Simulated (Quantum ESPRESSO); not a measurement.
# MoSi2N4, 1 layer, rectangular cell: a series in strain along the second axis, part 4 of 7

What law, if any, do the results for MoSi2N4, 1 layer, rectangular cell follow against strain along the second axis?

Quantum ESPRESSO 7.5; plane-wave DFT, PBE, GBRV ultrasoft pseudopotentials.

So far. Step 2 (Variable-cell relaxation of the reference):  The last row is no step: it is a fresh SCF in the final cell with a new plane-wave basis, +2 meV from the row before. Step 3 (Relaxing the ions, -4 %): The relaxation lowers the energy by 6 meV an atom.

### 6. Band structure, -4 %

Bands along a path place the edges.

m0.bands.in

```
&control
  prefix = 'm0.bands'
  outdir = './out'
  pseudo_dir = './pseudo'
  calculation = 'bands'
/
&system
  ibrav = 0
  nat = 14
  ntyp = 3
  ecutwfc = 40
  ecutrho = 200
  occupations = 'smearing'
  smearing = 'fd'
  degauss = 0.002
  nbnd = 48
/
&electrons
  conv_thr = 1e-07
  mixing_beta = 0.4
  electron_maxstep = 120
  mixing_mode = 'plain'
/
ATOMIC_SPECIES
  N   14.0070  n_pbe_v1.2.uspp.F.UPF
  Si  28.0850  si_pbe_v1.uspp.F.UPF
  Mo  95.9500  mo_pbe_v1.uspp.F.UPF
CELL_PARAMETERS angstrom
  2.90109390800000 0.00000000000000 0.00000000000000
  0.00000000000000 4.82384106624000 0.00000000000000
  0.00000000000000 0.00000000000000 21.86179061700000
ATOMIC_POSITIONS crystal
  N   0.000000000000 -0.006046042000 0.336625553400
  N   0.500000000000 0.493951560500 0.336625138800
  Si  0.999999999900 0.332355591900 0.361561844500
  Si  0.500000000000 0.832353193600 0.361560995300
  N   0.999999999900 0.338690901600 0.441829473800
  N   0.500000000000 0.838690479200 0.441828844700
  Mo  0.000000000000 0.003333886900 0.500000000000
  Mo  0.500000000000 0.503341410700 0.500000000000
  N   0.999999999900 0.338690901600 0.558170526200
  N   0.500000000000 0.838690479200 0.558171155300
  Si  0.999999999900 0.332355591900 0.638438155500
  Si  0.500000000000 0.832353193600 0.638439004700
  N   0.000000000000 -0.006046042000 0.663374446600
  N   0.500000000000 0.493951560500 0.663374861200
K_POINTS crystal_b
5
  0.0000000000 0.0000000000 0.0000000000 12
  0.5000000000 0.0000000000 0.0000000000 12
  0.5000000000 0.5000000000 0.0000000000 12
  0.0000000000 0.5000000000 0.0000000000 12
  0.0000000000 0.0000000000 0.0000000000 1
```

Launch:

```bash
> cp -r out/m0.scf.save out/m0.bands.save
> cp out/m0.scf.xml out/m0.bands.xml
> OMP_NUM_THREADS=1 mpirun -n 4 pw.x -nk 4 -in m0.bands.in > m0.bands.out
```

The log of the run:

```text
[banner, memory and clock lines left out]
Program PWSCF v.7.5 starts

          URL

     Atomic positions and unit cell read from directory:
     ./out/m0.bands.save/

     Found identity + ( -0.5000  0.5000 -0.0000) symmetry
     This is a supercell, fractional translations are disabled
     Message from routine setup:
     using ibrav=0 with symmetry is DISCOURAGED, use correct ibrav instead

     G-vector sticks info

     bravais-lattice index     =            0
     lattice parameter (alat)  =       5.4823  a.u.
     unit-cell volume          =    2064.6056 (a.u.)^3
     number of atoms/cell      =           14
     number of atomic types    =            3
     number of electrons       =        84.00
     number of Kohn-Sham states=           48
     kinetic-energy cutoff     =      40.0000  Ry
     charge density cutoff     =     200.0000  Ry
     Exchange-correlation= SLA  PW   PBE  PBE
                           (   1   4   3   4   0   0   0)

     celldm(1)=   5.482273  celldm(2)=   0.000000  celldm(3)=   0.000000
     celldm(4)=   0.000000  celldm(5)=   0.000000  celldm(6)=   0.000000

     crystal axes: (cart. coord. in units of alat)
               a(1) = (   1.000000   0.000000   0.000000 )
               a(2) = (   0.000000   1.662766   0.000000 )
               a(3) = (   0.000000   0.000000   7.535706 )

     reciprocal axes: (cart. coord. in units 2 pi/alat)
               b(1) = (  1.000000  0.000000  0.000000 )
               b(2) = (  0.000000  0.601407  0.000000 )
               b(3) = (  0.000000  0.000000  0.132702 )

     PseudoPot. # 1 for N  read from file:
     ./pseudo/n_pbe_v1.2.uspp.F.UPF
     Pseudo is Ultrasoft + core correction, Zval =  5.0
     Generated by new atomic code, or converted to UPF format
     Using radial grid of  729 points,  4 beta functions with:
                l(1) =   0
                l(2) =   0
                l(3) =   1
                l(4) =   1
     Q(r) pseudized with  8 coefficients,  rinner =    0.900   0.900   0.900

     PseudoPot. # 2 for Si read from file:
     ./pseudo/si_pbe_v1.uspp.F.UPF
     Pseudo is Ultrasoft + core correction, Zval =  4.0
     Generated by new atomic code, or converted to UPF format
     Using radial grid of  899 points,  6 beta functions with:
                l(1) =   0
                l(2) =   0
                l(3) =   1
                l(4) =   1
                l(5) =   2
                l(6) =   2
     Q(r) pseudized with  8 coefficients,  rinner =    0.900   0.900   0.900
                                                       0.900   0.900

     PseudoPot. # 3 for Mo read from file:
     ./pseudo/mo_pbe_v1.uspp.F.UPF
     Pseudo is Ultrasoft + core correction, Zval = 14.0
     Generated by new atomic code, or converted to UPF format
     Using radial grid of  889 points,  6 beta functions with:
                l(1) =   0
                l(2) =   0
                l(3) =   1
                l(4) =   1
                l(5) =   2
                l(6) =   2
     Q(r) pseudized with  6 coefficients,  rinner =    1.000   1.000   1.000
                                                       1.000   1.000

     atomic species   valence    mass     pseudopotential
     N                 5.00    14.00700     N ( 1.00)
     Si                4.00    28.08500     Si( 1.00)
     Mo               14.00    95.95000     Mo( 1.00)

      4 Sym. Ops. (no inversion) found

   Cartesian axes

     site n.     atom                  positions (alat units)
         1        N      tau(   1) = (   0.0000000  -0.0100532   2.5367112  )
         2        N      tau(   2) = (   0.5000000   0.8213260   2.5367081  )
         3        Si     tau(   3) = (   1.0000000   0.5526297   2.7246237  )
         4        Si     tau(   4) = (   0.5000000   1.3840088   2.7246173  )
         5        N      tau(   5) = (   1.0000000   0.5631638   3.3294970  )
         6        N      tau(   6) = (   0.5000000   1.3945462   3.3294923  )
         7        Mo     tau(   7) = (   0.0000000   0.0055435   3.7678530  )
         8        Mo     tau(   8) = (   0.5000000   0.8369391   3.7678530  )
         9        N      tau(   9) = (   1.0000000   0.5631638   4.2062090  )
        10        N      tau(  10) = (   0.5000000   1.3945462   4.2062137  )
        11        Si     tau(  11) = (   1.0000000   0.5526297   4.8110822  )
        12        Si     tau(  12) = (   0.5000000   1.3840088   4.8110886  )
        13        N      tau(  13) = (   0.0000000  -0.0100532   4.9989948  )
        14        N      tau(  14) = (   0.5000000   0.8213260   4.9989979  )

     number of k points=    49  Fermi-Dirac smearing, width (Ry)=  0.0020
                       cart. coord. in units 2pi/alat
        k(    1) = (   0.0000000   0.0000000   0.0000000), wk =   0.0408163
        k(    2) = (   0.0416667   0.0000000   0.0000000), wk =   0.0408163
        k(    3) = (   0.0833333   0.0000000   0.0000000), wk =   0.0408163
        k(    4) = (   0.1250000   0.0000000   0.0000000), wk =   0.0408163
        k(    5) = (   0.1666667   0.0000000   0.0000000), wk =   0.0408163
        k(    6) = (   0.2083333   0.0000000   0.0000000), wk =   0.0408163
        k(    7) = (   0.2500000   0.0000000   0.0000000), wk =   0.0408163
        k(    8) = (   0.2916667   0.0000000   0.0000000), wk =   0.0408163
        k(    9) = (   0.3333333   0.0000000   0.0000000), wk =   0.0408163
        k(   10) = (   0.3750000   0.0000000   0.0000000), wk =   0.0408163
        k(   11) = (   0.4166667   0.0000000   0.0000000), wk =   0.0408163
        k(   12) = (   0.4583333   0.0000000   0.0000000), wk =   0.0408163
        k(   13) = (   0.5000000   0.0000000   0.0000000), wk =   0.0408163
        k(   14) = (   0.5000000   0.0250586   0.0000000), wk =   0.0408163
        k(   15) = (   0.5000000   0.0501173   0.0000000), wk =   0.0408163
        k(   16) = (   0.5000000   0.0751759   0.0000000), wk =   0.0408163
        k(   17) = (   0.5000000   0.1002346   0.0000000), wk =   0.0408163
        k(   18) = (   0.5000000   0.1252932   0.0000000), wk =   0.0408163
        k(   19) = (   0.5000000   0.1503519   0.0000000), wk =   0.0408163
        k(   20) = (   0.5000000   0.1754105   0.0000000), wk =   0.0408163
        k(   21) = (   0.5000000   0.2004691   0.0000000), wk =   0.0408163
        k(   22) = (   0.5000000   0.2255278   0.0000000), wk =   0.0408163
        k(   23) = (   0.5000000   0.2505864   0.0000000), wk =   0.0408163
        k(   24) = (   0.5000000   0.2756451   0.0000000), wk =   0.0408163
        k(   25) = (   0.5000000   0.3007037   0.0000000), wk =   0.0408163
        k(   26) = (   0.4583333   0.3007037   0.0000000), wk =   0.0408163
[...]
-15.1634 -15.1633 -15.1249 -15.1248 -12.5466 -12.5466 -12.0297 -12.0297
    -5.3760  -5.3760  -4.5903  -4.5903  -4.1198  -4.1197  -3.4439  -3.4438
    -2.8124  -2.8123  -2.7209  -2.7209  -2.0418  -2.0417  -1.4101  -1.4100
    -0.7234  -0.7233  -0.0990  -0.0990   0.0033   0.0034   0.3011   0.3011
     1.4650   1.4650   5.0818   5.0819   5.7839   5.7839   6.0242   6.0242

          k = 0.0833 0.3007 0.0000 (  8852 PWs)   bands (ev):

   -58.5287 -58.5287 -32.8180 -32.8179 -32.6116 -32.6116 -32.4339 -32.4339
   -15.2569 -15.2569 -15.2153 -15.2152 -12.6042 -12.6041 -12.0286 -12.0286
    -5.3762  -5.3762  -4.4179  -4.4179  -4.0234  -4.0234  -3.4728  -3.4728
    -2.5983  -2.5982  -2.4984  -2.4984  -2.0291  -2.0290  -1.1963  -1.1962
    -0.7207  -0.7206  -0.2492  -0.2492  -0.0972  -0.0971   0.2995   0.2996
     1.5445   1.5445   5.1103   5.1104   5.6067   5.6068   6.0109   6.0110

          k = 0.0417 0.3007 0.0000 (  8866 PWs)   bands (ev):

   -58.5318 -58.5318 -32.7967 -32.7966 -32.6167 -32.6167 -32.4264 -32.4264
   -15.3140 -15.3139 -15.2703 -15.2702 -12.6409 -12.6409 -12.0288 -12.0288
    -5.3945  -5.3944  -4.3303  -4.3302  -3.9776  -3.9775  -3.4983  -3.4982
    -2.3680  -2.3680  -2.3029  -2.3028  -2.0708  -2.0707  -0.9660  -0.9660
    -0.7069  -0.7068  -0.4428  -0.4428  -0.1711  -0.1709   0.2809   0.2809
     1.5998   1.5999   5.1728   5.1729   5.4358   5.4359   5.9935   5.9936

          k = 0.0000 0.3007 0.0000 (  8882 PWs)   bands (ev):

   -58.5329 -58.5328 -32.7898 -32.7897 -32.6184 -32.6184 -32.4234 -32.4234
   -15.3331 -15.3330 -15.2888 -15.2887 -12.6536 -12.6535 -12.0290 -12.0289
    -5.4033  -5.4032  -4.3040  -4.3040  -3.9650  -3.9650  -3.5079  -3.5078
    -2.2246  -2.2246  -2.1837  -2.1836  -2.1821  -2.1820  -0.8018  -0.8016
    -0.6997  -0.6996  -0.5964  -0.5964  -0.1985  -0.1984   0.2708   0.2709
     1.6193   1.6194   5.2420   5.2422   5.3262   5.3265   5.9821   5.9823

          k = 0.0000 0.2756 0.0000 (  8874 PWs)   bands (ev):

   -58.5441 -58.5216 -32.8651 -32.7138 -32.6355 -32.6013 -32.4423 -32.4045
   -15.4954 -15.4461 -15.1616 -15.1224 -12.7599 -12.5487 -12.0419 -12.0184
    -5.4600  -5.4066  -4.6517  -4.2112  -3.9921  -3.6668  -3.5499  -3.4262
    -2.3313  -2.2829  -2.2725  -2.1146  -2.0819  -2.0811  -0.9165  -0.7800
    -0.6921  -0.6823  -0.6237  -0.5062  -0.3439  -0.0559   0.2216   0.3313
     1.5576   1.7054   5.2321   5.2530   5.2949   5.3727   5.9596   5.9848

          k = 0.0000 0.2506 0.0000 (  8860 PWs)   bands (ev):

   -58.5552 -58.5104 -32.9384 -32.6522 -32.6385 -32.5844 -32.4608 -32.3858
   -15.6470 -15.5931 -14.9825 -14.9485 -12.8655 -12.4476 -12.0564 -12.0109
    -5.5935  -5.4497  -5.0057  -4.3842  -3.7779  -3.5774  -3.3399  -3.2472
    -2.4330  -2.3780  -2.3582  -2.0029  -1.9795  -1.9662  -1.0252  -0.8640
    -0.7910  -0.5600  -0.5503  -0.4885  -0.4224   0.0807   0.1846   0.3994
     1.5238   1.8091   5.2209   5.2670   5.2766   5.4345   5.9272   5.9591

          k = 0.0000 0.2255 0.0000 (  8840 PWs)   bands (ev):

   -58.5658 -58.4997 -33.0087 -32.6682 -32.5681 -32.5651 -32.4786 -32.3677
   -15.7870 -15.7286 -14.7978 -14.7692 -12.9681 -12.3527 -12.0719 -12.0074
    -5.7976  -5.5171  -5.3536  -4.4837  -3.6772  -3.5986  -3.0021  -2.9597
    -2.5285  -2.4676  -2.4463  -1.8914  -1.8786  -1.8369  -1.1268  -0.9489
    -0.8896  -0.6286  -0.4756  -0.4366  -0.3444   0.1589   0.2082   0.4697
     1.5174   1.9216   5.2066   5.2694   5.2867   5.5118   5.8946   5.9017

          k = 0.0000 0.2005 0.0000 (  8852 PWs)   bands (ev):

   -58.5759 -58.4894 -33.0747 -32.6834 -32.5526 -32.4954 -32.4950 -32.3505
   -15.9144 -15.8519 -14.6101 -14.5868 -13.0658 -12.2665 -12.0875 -12.0085
    -6.0451  -5.6879  -5.5978  -4.5295  -3.6301  -3.6166  -2.6665  -2.6284
    -2.6167  -2.5506  -2.5428  -1.7822  -1.7819  -1.6949  -1.2200  -1.0311
    -0.9843  -0.7604  -0.3945  -0.3144  -0.2706   0.1430   0.3243   0.5349
     1.5336   2.0341   5.1870   5.2710   5.3147   5.6030   5.8163   5.8699

          k = 0.0000 0.1754 0.0000 (  8858 PWs)   bands (ev):

   -58.5852 -58.4800 -33.1355 -32.6975 -32.5382 -32.5109 -32.4294 -32.3345
   -16.0284 -15.9622 -14.4225 -14.4042 -13.1567 -12.1911 -12.1029 -12.0149
    -6.3073  -6.0024  -5.6839  -4.5417  -3.6325  -3.6029  -2.6966  -2.6512
    -2.6259  -2.3448  -2.2920  -1.6925  -1.6777  -1.5436  -1.3042  -1.1059
    -1.0720  -0.8801  -0.3039  -0.1995  -0.1958   0.1345   0.4273   0.5883
     1.5650   2.1384   5.1600   5.2790   5.3537   5.7054   5.7120   5.8594

          k = 0.0000 0.1504 0.0000 (  8842 PWs)   bands (ev):

   -58.5936 -58.4714 -33.1901 -32.7101 -32.5251 -32.5249 -32.3697 -32.3200
   -16.1283 -16.0588 -14.2389 -14.2251 -13.2392 -12.1284 -12.1173 -12.0269
    -6.5640  -6.2916  -5.7690  -4.5321  -3.6468  -3.5847  -2.7712  -2.7673
    -2.6927  -2.0498  -1.9671  -1.6145  -1.5802  -1.3880  -1.3785  -1.1669
    -1.1502  -0.9831  -0.2038  -0.1302  -0.0836   0.1314   0.5161   0.6238
     1.6037   2.2277   5.1242   5.2910   5.4054   5.6000   5.8143   5.8668

          k = 0.0000 0.1253 0.0000 (  8832 PWs)   bands (ev):

   -58.6010 -58.4638 -33.2377 -32.7212 -32.5372 -32.5136 -32.3169 -32.3072
   -16.2137 -16.1413 -14.0642 -14.0543 -13.3117 -12.1304 -12.0798 -12.0445
    -6.8013  -6.5499  -5.8483  -4.5071  -3.6597  -3.5715  -2.8989  -2.8283
    -2.7504  -1.7997  -1.6639  -1.5534  -1.4922  -1.4423  -1.2482  -1.2172
    -1.1884  -1.0641  -0.0980  -0.0625   0.0192   0.1320   0.5902   0.6378
     1.6424   2.2980   5.0801   5.3050   5.4699   5.4902   5.8931   5.9243

          k = 0.0000 0.1002 0.0000 (  8847 PWs)   bands (ev):

   -58.6072 -58.4574 -33.2777 -32.7305 -32.5475 -32.5039 -32.2964 -32.2722
   -16.2841 -16.2093 -13.9045 -13.8973 -13.3729 -12.1416 -12.0666 -12.0454
    -7.0092  -6.7715  -5.9179  -4.4708  -3.6709  -3.5618  -3.0277  -2.8788
    -2.7983  -1.6238  -1.5147  -1.4951  -1.4162  -1.3914  -1.2722  -1.2156
    -1.1178  -1.0644   0.0028   0.0069   0.1094   0.1346   0.6293   0.6499
     1.6759   2.3478   5.0309   5.3190   5.3906   5.5450   5.9358   6.0285

          k = 0.0000 0.0752 0.0000 (  8861 PWs)   bands (ev):

   -58.6121 -58.4524 -33.3094 -32.7379 -32.5557 -32.4962 -32.2879 -32.2364
   -16.3392 -16.2625 -13.7669 -13.7613 -13.4217 -12.1508 -12.0912 -12.0241
    -7.1797  -6.9511  -5.9749  -4.4280  -3.6802  -3.5547  -3.1485  -2.9186
    -2.8360  -1.5440  -1.5366  -1.5003  -1.3543  -1.3148  -1.1595  -1.1551
    -1.1429  -0.9229   0.0645   0.1023   0.1379   0.1837   0.6009   0.6955
     1.7013   2.3787   4.9822   5.3073   5.3314   5.6248   5.9889   6.0112

          k = 0.0000 0.0501 0.0000 (  8849 PWs)   bands (ev):

   -58.6157 -58.4487 -33.3323 -32.7433 -32.5616 -32.4905 -32.2816 -32.2103
   -16.3788 -16.3007 -13.6597 -13.6545 -13.4572 -12.1575 -12.1145 -12.0132
    -7.3063  -7.0836  -6.0171  -4.3855  -3.6873  -3.5499  -3.2502  -2.9473
    -2.8632  -1.5665  -1.5264  -1.5028  -1.3451  -1.3085  -1.1475  -1.0758
    -0.9794  -0.8041   0.1200   0.1410   0.1794   0.2393   0.5597   0.7275
     1.7181   2.3950   4.9409   5.2448   5.3412   5.6993   5.9439   6.0425

          k = 0.0000 0.0251 0.0000 (  8845 PWs)   bands (ev):

   -58.6178 -58.4464 -33.3462 -32.7466 -32.5652 -32.4871 -32.2778 -32.1944
   -16.4026 -16.3236 -13.5911 -13.5857 -13.4788 -12.1616 -12.1315 -12.0091
    -7.3843  -7.1649  -6.0430  -4.3529  -3.6916  -3.5471  -3.3196  -2.9645
    -2.8795  -1.5844  -1.5272  -1.5100  -1.3631  -1.2804  -1.1443  -1.0185
    -0.8638  -0.7247   0.1432   0.1632   0.2296   0.2737   0.5197   0.7464
     1.7272   2.4018   4.9132   5.2061   5.3473   5.7542   5.9021   6.0837

          k = 0.0000 0.0000 0.0000 (  8855 PWs)   bands (ev):

   -58.6186 -58.4457 -33.3509 -32.7477 -32.5664 -32.4860 -32.2765 -32.1891
   -16.4105 -16.3313 -13.5675 -13.5618 -13.4860 -12.1630 -12.1378 -12.0082
    -7.4107  -7.1923  -6.0517  -4.3405  -3.6931  -3.5462  -3.3446  -2.9703
    -2.8850  -1.5905  -1.5288  -1.5133  -1.3690  -1.2709  -1.1423  -0.9983
    -0.8237  -0.6968   0.1439   0.1808   0.2471   0.2854   0.5020   0.7527
     1.7300   2.4035   4.9035   5.1930   5.3494   5.7747   5.8880   6.0993

     XML data file, pseudopotentials, collected wavefunctions

                                        0.00s GPU  (     687 calls)
```

It took 2.2 min on 4 MPI ranks of Arm Neoverse V1, shared host; peak memory 0.57 GiB.

Read from the output:

- conduction bottom, on the run's zero: 4.872 eV

Band numbers count within the set of bands kept for display. Electronic bands along the path, in eV, zero at the highest filled level of the SCF mesh; v1 is the highest filled band, c1 the lowest empty one:

```
  point     v4     v3     v2     v1    c1    c2    c3    c4
      Γ  -1.90  -1.65  -0.67   0.00  2.50  2.79  2.95  3.37
halfway  -1.89  -1.35  -0.72  -0.29  2.72  2.72  3.26  3.41
      X  -1.55  -1.55  -0.60  -0.60  2.76  2.76  3.72  3.72
halfway  -1.86  -1.86  -0.72  -0.72  3.15  3.15  3.58  3.58
      S  -1.38  -1.38  -0.97  -0.97  2.91  2.91  3.38  3.38
halfway  -2.06  -2.06  -1.08  -1.08  2.77  2.77  3.75  3.75
      Y  -2.13  -2.13  -0.78  -0.78  2.84  2.84  2.92  2.92
halfway  -1.89  -1.78  -0.80  -0.18  2.72  2.89  3.00  3.20
      Γ  -1.90  -1.65  -0.67   0.00  2.50  2.79  2.95  3.37
```

Along this path the valence top lies at Γ and the conduction bottom between Γ and X.

(Part 4 of 7 ends here.)

[Logs are printed without paths, hosts, clocks, repeated set-up lines and the standing remarks that a program may print on its own settings, such as how far it seeks lower states.]

[Hosts, paths, dates, database ids (printed as entryN), source tags and the programs' standing remarks are cut or masked in the printed files.]

[Maps of the electrostatic potential energy from Ansatz leave out the sawtooth potential of an applied field or a dipole correction, so their vacuum need not be flat; planar profiles and work functions include it.]
